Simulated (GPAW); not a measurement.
## STM contrast on C/Ir(110)

Wanted: filled- and empty-state images of C/Ir(110), with its work function.

Main program and level: GPAW 26.7.0; GPAW, PAW setups; slab in vacuum, relaxation, in the first sound run; inputs show where later runs differ.

## 1. Starting point

The cell holds 6 atoms: 5 Ir and 1 C. Its edges and angles: a = 3.840 Å, b = 2.715 Å, c = 22.442 Å, α = 90.0°, β = 90.0°, γ = 90.0°. Vacuum lies along c.

Coordinates:

```cif
data_structure
_symmetry_space_group_name_H-M 'P 1'
_symmetry_Int_Tables_number 1
_cell_length_a 3.8400
_cell_length_b 2.7153
_cell_length_c 22.4418
_cell_angle_alpha 90.000
_cell_angle_beta 90.000
_cell_angle_gamma 90.000
_cell_volume 233.99
loop_
_atom_site_label
_atom_site_type_symbol
_atom_site_fract_x
_atom_site_fract_y
_atom_site_fract_z
_atom_site_occupancy
Ir1 Ir 0.00000 0.00000 0.35648 1
Ir2 Ir 0.50000 0.50000 0.41697 1
Ir3 Ir 0.00000 0.00000 0.47747 1
Ir4 Ir 0.50000 0.50000 0.53797 1
Ir5 Ir 0.00000 0.00000 0.59846 1
C6 C 0.50000 0.00000 0.64352 1
```

## 2. Relaxation

The atoms are relaxed first, since the surface dipole, and with it the work function, follows the positions of the outer layers. The lowest 3 atoms are held at bulk positions and keep their forces.

The input, run.py:

```python
import json
import numpy as np
from ase import Atoms
from ase.constraints import FixAtoms
from ase.optimize import BFGS
from gpaw import GPAW, PW

slab = Atoms(
    ['Ir', 'Ir', 'Ir', 'Ir', 'Ir', 'C'],
    positions=[
        [0.00000, 0.00000, 8.00000],
        [1.92000, 1.35765, 9.35765],
        [0.00000, 0.00000, 10.71529],
        [1.92000, 1.35765, 12.07294],
        [0.00000, 0.00000, 13.43058],
        [1.92000, 0.00000, 14.44177]],
    cell=[[3.84, 0.0, 0.0], [0.0, 2.71529, 0.0], [0.0, 0.0, 22.44177]],
    pbc=[True, True, False])

slab.calc = GPAW(mode=PW(500), xc='PBE', kpts={'size': (8, 12, 1), 'gamma': True},
                 occupations={'name': 'fermi-dirac', 'width': 0.1}, nbands='160%',
                 convergence={'density': 1e-05}, maxiter=200,
                 poissonsolver={'dipolelayer': 'xy'},
                 symmetry={'tolerance': 1e-3, 'extra_ids': [1, 1, 1, 0, 0, 0]}, txt='slab.txt')
result = {}
slab.set_constraint(FixAtoms([0, 1, 2]))
path = []
opt = BFGS(slab, maxstep=0.2)
opt.attach(lambda: path.append((slab.get_potential_energy(), slab.positions.tolist(), slab.get_forces().tolist())))
result['relaxed'] = bool(opt.run(fmax=0.03, steps=40))
result['path'] = path
energy = slab.get_potential_energy()
fermi = slab.calc.get_fermi_level()
v = slab.calc.get_electrostatic_potential().mean((0, 1)) - fermi
n = slab.calc.get_pseudo_density().mean((0, 1))
L = slab.cell[2, 2]
z = np.arange(len(v)) * L / len(v)
low, high = slab.positions[:, 2].min(), slab.positions[:, 2].max()
below, above = np.interp([low - 5.8, high + 5.8], z, v)
slopes = [np.interp(x, z, np.gradient(v, z)) for x in (low - 5.8, high + 5.8)]
eps = np.array([[slab.calc.get_eigenvalues(k, s) for k in range(len(slab.calc.get_ibz_k_points()))]
                for s in range(slab.calc.get_number_of_spins())]) - fermi
top, bottom = eps[eps < 0].max(), eps[eps > 0].min()
dipole = slab.get_dipole_moment()[2]
print(f'energy {energy:.4f} eV, Fermi level {fermi:.4f} eV, dipole {dipole:.5f} e A')
print(f'potential 5.8 A off the faces, from the Fermi level: lower {below:.4f} eV, upper {above:.4f} eV')
print(f'slope of the potential there: lower {slopes[0]:.5f}, upper {slopes[1]:.5f} eV/A')
print(f'nearest levels on the mesh: {top:.4f} and {bottom:.4f} eV')
print('magnetic moment', round(slab.get_magnetic_moment(), 3))
result.update(energy=energy, fermi=fermi, dipole=dipole, below=below, above=above, slopes=slopes, edges=[top, bottom],
              z=z.tolist(), v=v.tolist(), n=n.tolist(), positions=slab.positions.tolist(),
              forces=slab.get_forces(apply_constraint=False).tolist(), moments=slab.get_magnetic_moments().tolist())
json.dump(result, open('result.json', 'w'))
```

On the command line:

```bash
OMP_NUM_THREADS=1 OPENBLAS_NUM_THREADS=1 python run.py
```

Output:

```text
Step          Energy          fmax
BFGS:    0      -50.205909        2.829571
BFGS:    1      -50.397370        2.752724
BFGS:    2      -51.139761        1.654352
BFGS:    3      -51.291768        1.336251
BFGS:    4      -51.329681        1.051728
BFGS:    5      -51.379884        0.680125
BFGS:    6      -51.401411        0.452710
BFGS:    7      -51.410286        0.413142
BFGS:    8      -51.413459        0.385459
BFGS:    9      -51.436367        0.174972
BFGS:   10      -51.443005        0.030509
BFGS:   11      -51.443152        0.001645
energy -51.3279 eV, Fermi level 1.1864 eV, dipole -0.05546 e A
potential 5.8 A off the faces, from the Fermi level: lower 4.8591 eV, upper 5.8233 eV
slope of the potential there: lower 0.00001, upper 0.00007 eV/A
nearest levels on the mesh: -0.0026 and 0.0176 eV
magnetic moment 0.0
```

Elapsed: 79 min, on 1 thread of Arm Neoverse V1, shared host; peak memory 0.47 GiB.

Relaxation path:

| step | energy less that of the first step (eV) | largest force (eV/Å) |
| --- | --- | --- |
| 1 | 0.0000 | 2.8296 |
| 2 | -0.1914 | 2.7527 |
| 3 | -0.9413 | 1.6544 |
| 4 | -1.0834 | 1.3363 |
| 5 | -1.1251 | 1.0517 |
| 6 | -1.1809 | 0.6801 |
| 7 | -1.2021 | 0.4527 |
| 8 | -1.2105 | 0.4131 |
| 9 | -1.2136 | 0.3855 |
| 10 | -1.2353 | 0.1750 |
| 11 | -1.2419 | 0.0305 |
| 12 | -1.2421 | 0.0016 |

The atoms that moved most (Å):

| atom | dx | dy | dz | length |
| --- | --- | --- | --- | --- |
| C6 | 0.000 | 0.000 | -0.544 | 0.544 |
| Ir4 | 0.000 | 0.000 | 0.119 | 0.119 |
| Ir5 | 0.000 | 0.000 | 0.094 | 0.094 |

Final coordinates:

```
Ir C
1.0
     3.84000    0.00000    0.00000
     0.00000    2.71529    0.00000
     0.00000    0.00000   22.44177
Ir C
5 1
Cartesian
  0.0000 0.0000 8.0000
  1.9200 1.3576 9.3576
  0.0000 0.0000 10.7153
  1.9200 1.3576 12.1916
  0.0000 0.0000 13.5250
  1.9200 0.0000 13.8982
```

Numbers from this step:

```
dipole along the normal                    : -0.05546 e·Å
levels nearest the Fermi level on the mesh : -0.002625, 0.01759 eV from the Fermi level
upper work function                        : 5.823 eV
lower work function                        : 4.859 eV
```

The electrostatic potential energy of an electron (without an applied field's), less the Fermi level, planar mean oscillates, so the rows of the table below give means over windows of 1.4 Å about each position, cut where the curve ends. Its maxima inside the range that stand out by 2 % of the span (Å: eV): 8.7: -10.2, 10.0: -10.8, 11.4: -8.76, 12.8: -11.9. Its minima: 8.0: -17.6, 9.4: -19.0, 10.8: -18.6, 12.2: -19.0, 13.7: -24.4.

Electrostatic potential energy of an electron (without an applied field's), less the Fermi level, planar mean against z; means over each step:

| z (Å) | electrostatic potential energy of an electron (without an applied field's), less the Fermi level, planar mean (eV) |
| --- | --- |
| 0.70 | 4.92 |
| 2.10 | 4.86 |
| 3.50 | 4.86 |
| 4.90 | 4.84 |
| 6.30 | 4.01 |
| 7.70 | -10.0 |
| 9.10 | -14.5 |
| 10.50 | -14.5 |
| 11.90 | -13.9 |
| 13.30 | -18.2 |
| 14.70 | -0.512 |
| 16.10 | 5.73 |
| 17.50 | 5.82 |
| 18.90 | 5.82 |
| 20.30 | 5.82 |
| 21.70 | 5.78 |

The pseudo valence density, planar mean oscillates, so the rows of the table below give means over windows of 1.31 Å about each position, cut where the curve ends. Its maxima inside the range that stand out by 2 % of the span (Å: e/Å³): 8.0: 1.45, 9.4: 1.50, 10.7: 1.48, 12.2: 1.50, 13.5: 1.64. Its minima: 8.6: 0.707, 10.1: 0.696, 11.4: 0.592, 12.9: 0.752.

Table of pseudo valence density, planar mean by z; means over each step:

| z (Å) | pseudo valence density, planar mean (e/Å³) |
| --- | --- |
| 3.28 | 1.1e-5 |
| 4.58 | 3.3e-4 |
| 5.90 | 0.0109 |
| 7.21 | 0.404 |
| 8.52 | 1.03 |
| 9.82 | 1.05 |
| 11.13 | 0.978 |
| 12.45 | 1.08 |
| 13.76 | 1.12 |
| 15.06 | 0.104 |
| 16.38 | 0.00201 |
| 17.69 | 4.0e-5 |

The relaxation lowered the energy of the cell by 1.24 eV (energies extrapolated to zero smearing; the optimiser's log prints free energies). The largest force left on a free atom is 0.0016 eV/Å.

## 3. Plane waves, PBE

The work function is the vacuum plateau of the electrostatic potential less the Fermi level; a dipole layer lets the two faces have plateaus of their own.

This step: GPAW, PAW setups; slab in vacuum (GPAW 26.7.0).

Changes to run.py since step 2:

```diff
@@ -3,4 +3,3 @@
 from ase import Atoms
-from ase.constraints import FixAtoms
-from ase.optimize import BFGS
+from ase.dft.stm import STM
 from gpaw import GPAW, PW
@@ -13,5 +12,5 @@
         [0.00000, 0.00000, 10.71529],
-        [1.92000, 1.35765, 12.07294],
-        [0.00000, 0.00000, 13.43058],
-        [1.92000, 0.00000, 14.44177]],
+        [1.92000, 1.35765, 12.19158],
+        [0.00000, 0.00000, 13.52502],
+        [1.92000, -0.00000, 13.89822]],
     cell=[[3.84, 0.0, 0.0], [0.0, 2.71529, 0.0], [0.0, 0.0, 22.44177]],
@@ -23,10 +22,4 @@
                  poissonsolver={'dipolelayer': 'xy'},
-                 symmetry={'tolerance': 1e-3, 'extra_ids': [1, 1, 1, 0, 0, 0]}, txt='slab.txt')
+                 symmetry={'tolerance': 1e-3}, txt='slab.txt')
 result = {}
-slab.set_constraint(FixAtoms([0, 1, 2]))
-path = []
-opt = BFGS(slab, maxstep=0.2)
-opt.attach(lambda: path.append((slab.get_potential_energy(), slab.positions.tolist(), slab.get_forces().tolist())))
-result['relaxed'] = bool(opt.run(fmax=0.03, steps=40))
-result['path'] = path
 energy = slab.get_potential_energy()
@@ -52,2 +45,16 @@
               forces=slab.get_forces(apply_constraint=False).tolist(), moments=slab.get_magnetic_moments().tolist())
+
+# Images need the states of the whole zone, up to time reversal
+slab.calc = slab.calc.fixed_density(symmetry={'point_group': False}, txt='states.txt', nbands='250%',
+                                    convergence={'bands': 'CBM+1.8'})
+stm = STM(slab)
+result['stm'] = []
+for bias in [-2.0, -1.0, 1.5]:
+    height = high + 4.0
+    current = stm.get_averaged_current(bias, height)
+    x, y, h = stm.scan(bias, current)
+    i, f = divmod(height / L * stm.ldos.shape[2], 1)
+    I = abs((1 - f) * stm.ldos[:, :, int(i)] + f * stm.ldos[:, :, int(i) + 1])
+    print(f'bias {bias} V: mean current at 4.0 A {current:.4e}, corrugation {np.ptp(h):.4f} A')
+    result['stm'].append(dict(bias=bias, current=current, h=(h - high).tolist(), I=I.tolist()))
 json.dump(result, open('result.json', 'w'))
```

Output:

```text
energy -51.3279 eV, Fermi level 1.1865 eV, dipole -0.05544 e A
potential 5.8 A off the faces, from the Fermi level: lower 4.8589 eV, upper 5.8230 eV
slope of the potential there: lower 0.00000, upper 0.00003 eV/A
nearest levels on the mesh: -0.0026 and 0.0176 eV
magnetic moment 0.0
bias -2.0 V: mean current at 4.0 A 3.9379e-06, corrugation 0.2619 A
bias -1.0 V: mean current at 4.0 A 2.5519e-06, corrugation 0.3103 A
bias 1.5 V: mean current at 4.0 A 2.2367e-06, corrugation 0.1949 A
```

Run time: 15 min. Hardware: 1 thread; peak memory 1.1 GiB.

This step gave:

| Item | Value |
| --- | --- |
| dipole along the normal | -0.05544 e·Å |
| levels nearest the Fermi level on the mesh | -0.002565, 0.01758 eV from the Fermi level |
| corrugation -2 | 0.2619 Å |
| corrugation -1 | 0.3103 Å |
| corrugation 1.5 | 0.1949 Å |

The electrostatic potential energy of an electron (without an applied field's), less the Fermi level, planar mean oscillates, so the rows of the table below give means over windows of 1.4 Å about each position, cut where the curve ends. Its maxima inside the range that stand out by 2 % of the span (Å: eV): 8.7: -10.2, 10.0: -10.8, 11.4: -8.76, 12.8: -11.9. Its minima: 8.0: -17.6, 9.4: -19.0, 10.8: -18.6, 12.2: -19.0, 13.7: -24.4.

Electrostatic potential energy of an electron (without an applied field's), less the Fermi level, planar mean against z; means over each step:

(Unchanged from step 2.)

The pseudo valence density, planar mean oscillates, so the rows of the table below give means over windows of 1.31 Å about each position, cut where the curve ends. Its maxima inside the range that stand out by 2 % of the span (Å: e/Å³): 8.0: 1.45, 9.4: 1.50, 10.7: 1.48, 12.2: 1.50, 13.5: 1.64. Its minima: 8.6: 0.707, 10.1: 0.696, 11.4: 0.592, 12.9: 0.752.

The pseudo valence density, planar mean by z; means over each step:

(Unchanged from step 2.)

Tip height over the top atom over a1 and a2. Sample bias -2 V, constant current at the mean current 4.0 Å over the top atom.

Ten even steps from '_' (3.84 Å) to '@' (4.10 Å):
```
@@@@@@%%%%**++==--::::::--==++**%%%%@@@@
@@@@@@%%##**++==--::::::--==++**##%%@@@@
@@@@@@%%##**++--::::..::::--++**##%%@@@@
@@%%%%%%##**==--::......::--==**##%%%%%%
%%%%%%##**++==--..______..--==++**##%%%%
%%%%####**++==::..______..::==++**####%%
%%%%####**++--::..______..::--++**####%%
%%%%####**++--::..______..::--++**####%%
%%%%####**++==::..______..::==++**####%%
%%%%%%##**++==--..______..--==++**##%%%%
@@%%%%%%##**==--::......::--==**##%%%%%%
@@@@@@%%##**++--::::..::::--++**##%%@@@@
@@@@@@%%##**++==--::::::--==++**##%%@@@@
@@@@@@%%%%**++==--::::::--==++**%%%%@@@@
@@@@@@%%%%##++==--::::::--==++##%%%%@@@@
```
Columns: a1 from 0 to 0.95; rows upwards: a2 from 0 to 0.933.

Local density of states summed over the bias window over a1 and a2. Sample bias -2 V, constant height 4.0 Å over the top atom.

Ten even steps from '_' (2.64 × 1e-6 arbitrary) to '@' (5.39 × 1e-6 arbitrary):
```
@@@@@@%%##++==::::......::::==++##%%@@@@
@@@@%%##**++--::..........::--++**##%%@@
@@%%%%##**++--::....__....::--++**##%%%%
%%%%####++==--::..______..::--==++####%%
%%####**++==::....______....::==++**####
######**++--::..__________..::--++**####
####****==--::..__________..::--==****##
####****==--::..__________..::--==****##
######**++--::..__________..::--++**####
%%####**++==::....______....::==++**####
%%%%####++==--::..______..::--==++####%%
@@%%%%##**++--::....__....::--++**##%%%%
@@@@%%##**++--::..........::--++**##%%@@
@@@@@@%%##++==::::......::::==++##%%@@@@
@@@@@@%%##++==--::......::--==++##%%@@@@
```
Columns: a1 from 0 to 0.95; rows upwards: a2 from 0 to 0.933.

Tip height over the top atom over a1 and a2. Sample bias -1 V, constant current at the mean current 4.0 Å over the top atom.

Ten even steps from '0' (3.81 Å) to '9' (4.12 Å):
```
99987654322234567899
99987654322234567899
99887653211123567889
98877643211123467788
88876542110112456788
88776542100012456778
77776532100012356777
77776532100012356777
88776542100012456778
88876542110112456788
98877643211123467788
99887653211123567889
99987654322234567899
99987654322234567899
99987754322234577899
```
Columns: a1 from 0 to 0.95; rows upwards: a2 from 0 to 0.933.

Local density of states summed over the bias window over a1 and a2. Sample bias -1 V, constant height 4.0 Å over the top atom.

Values in units of 1e-6 arbitrary, 15 rows by 16 columns, each cell a mean:
```
3.6 3.5 3.3 3.1 2.7 2.4 2.1 1.9 1.9 2.0 2.1 2.4 2.8 3.1 3.4 3.6
3.6 3.5 3.3 3.0 2.6 2.3 2.1 1.9 1.8 1.9 2.1 2.4 2.8 3.1 3.3 3.5
3.5 3.4 3.2 2.9 2.6 2.2 2.0 1.8 1.8 1.9 2.0 2.3 2.7 3.0 3.2 3.4
3.4 3.3 3.1 2.9 2.5 2.2 1.9 1.8 1.7 1.8 2.0 2.2 2.6 2.9 3.1 3.3
3.3 3.2 3.0 2.8 2.4 2.1 1.9 1.7 1.6 1.7 1.9 2.1 2.5 2.8 3.0 3.2
3.2 3.1 2.9 2.7 2.3 2.0 1.8 1.7 1.6 1.7 1.9 2.1 2.4 2.7 3.0 3.1
3.1 3.0 2.9 2.6 2.3 2.0 1.8 1.6 1.6 1.7 1.8 2.1 2.4 2.7 2.9 3.1
3.1 3.0 2.9 2.6 2.3 2.0 1.8 1.6 1.6 1.7 1.8 2.1 2.4 2.7 2.9 3.1
3.2 3.1 2.9 2.7 2.3 2.0 1.8 1.7 1.6 1.7 1.9 2.1 2.4 2.7 3.0 3.1
3.3 3.2 3.0 2.8 2.4 2.1 1.9 1.7 1.6 1.7 1.9 2.1 2.5 2.8 3.0 3.2
3.4 3.3 3.1 2.9 2.5 2.2 1.9 1.8 1.7 1.8 2.0 2.2 2.6 2.9 3.1 3.3
3.5 3.4 3.2 2.9 2.6 2.2 2.0 1.8 1.8 1.9 2.0 2.3 2.7 3.0 3.2 3.4
3.6 3.5 3.3 3.0 2.6 2.3 2.1 1.9 1.8 1.9 2.1 2.4 2.8 3.1 3.3 3.5
3.6 3.5 3.3 3.1 2.7 2.4 2.1 1.9 1.9 2.0 2.1 2.4 2.8 3.1 3.4 3.6
3.6 3.5 3.4 3.1 2.7 2.4 2.1 1.9 1.9 2.0 2.1 2.4 2.8 3.2 3.4 3.6
```
Columns: a1 from 0 to 0.95; rows upwards: a2 from 0 to 0.933.

Tip height over the top atom over a1 and a2. Sample bias 1.5 V, constant current at the mean current 4.0 Å over the top atom.

Ten even steps from '0' (3.88 Å) to '9' (4.08 Å):
```
99988765443445678899
99987654433344567899
88887654333334567888
88876543322233456788
87776543211123456777
77765432100012345677
77665432100012345667
77665432100012345667
77765432100012345677
87776543211123456777
88876543322233456788
88887654333334567888
99987654433344567899
99988765443445678899
99998765444445678999
```
Columns: a1 from 0 to 0.95; rows upwards: a2 from 0 to 0.933.

Local density of states summed over the bias window over a1 and a2. Sample bias 1.5 V, constant height 4.0 Å over the top atom.

Ten even steps from '_' (1.72 × 1e-6 arbitrary) to '@' (2.85 × 1e-6 arbitrary):
```
@@@@@@%%##**==----::::::----==**##%%@@@@
@@@@%%##**++==--::::..::::--==++**##%%@@
%%%%####**==--::::......::::--==**####%%
######**++==--::....__....::--==++**####
##****++==--::....______....::--==++****
****++++==--::..__________..::--==++++**
++++++==--::....__________....::--==++++
++++++==--::....__________....::--==++++
****++++==--::..__________..::--==++++**
##****++==--::....______....::--==++****
######**++==--::....__....::--==++**####
%%%%####**==--::::......::::--==**####%%
@@@@%%##**++==--::::..::::--==++**##%%@@
@@@@@@%%##**==----::::::----==**##%%@@@@
@@@@@@%%##**==----::::::----==**##%%@@@@
```
Columns: a1 from 0 to 0.95; rows upwards: a2 from 0 to 0.933.

Force by atom:

| atom | x (eV/Å) | y (eV/Å) | z (eV/Å) | size |
| --- | --- | --- | --- | --- |
| Ir1 | 0.00 | 0.00 | 1.53 | 1.53 |
| Ir2 | 0.00 | 0.00 | -0.77 | 0.77 |
| Ir3 | 0.00 | 0.00 | -0.76 | 0.76 |
| Ir4 | 0.00 | 0.00 | 0.00 | 0.00 |
| Ir5 | 0.00 | 0.00 | 0.00 | 0.00 |
| C6 | 0.00 | 0.00 | 0.00 | 0.00 |

The potential is flat to 3.5e-5 eV/Å where it is read, so the vacuum is wide enough.

## 4. Summary of results

- work function, upper and lower face: 5.823 and 4.859 eV
- dipole along the normal: -0.0554 e Å
- corrugation at -2 V: 0.262 Å
- corrugation at -1 V: 0.310 Å
- corrugation at 1.5 V: 0.195 Å

The corrugation at constant current is largest at -1 V, where the tip height varies by 0.31 Å over the cell. Negative sample bias images filled states, positive bias empty ones. The two faces differ by 0.96 eV, the step that the slab's dipole makes (e p/(ε0 A) gives 0.96 eV), so the dipole layer is needed. The images are of Tersoff-Hamann type: an s-wave tip, no tip-sample forces, heights closer than in a microscope. The cell of 10.4 Å² holds one C, started on one chosen site; other sites and coverages weren't tried. The in-plane lattice was kept as typed, which isn't the functional's own and leaves some strain; spin-orbit coupling and temperature are left out.

[Logs are printed without paths, hosts, clocks, repeated set-up lines and the standing remarks that a program may print on its own settings, such as how far it seeks lower states.]

[Hosts, paths, dates, database ids (printed as entryN), source tags and the programs' standing remarks are cut or masked in the printed files.]
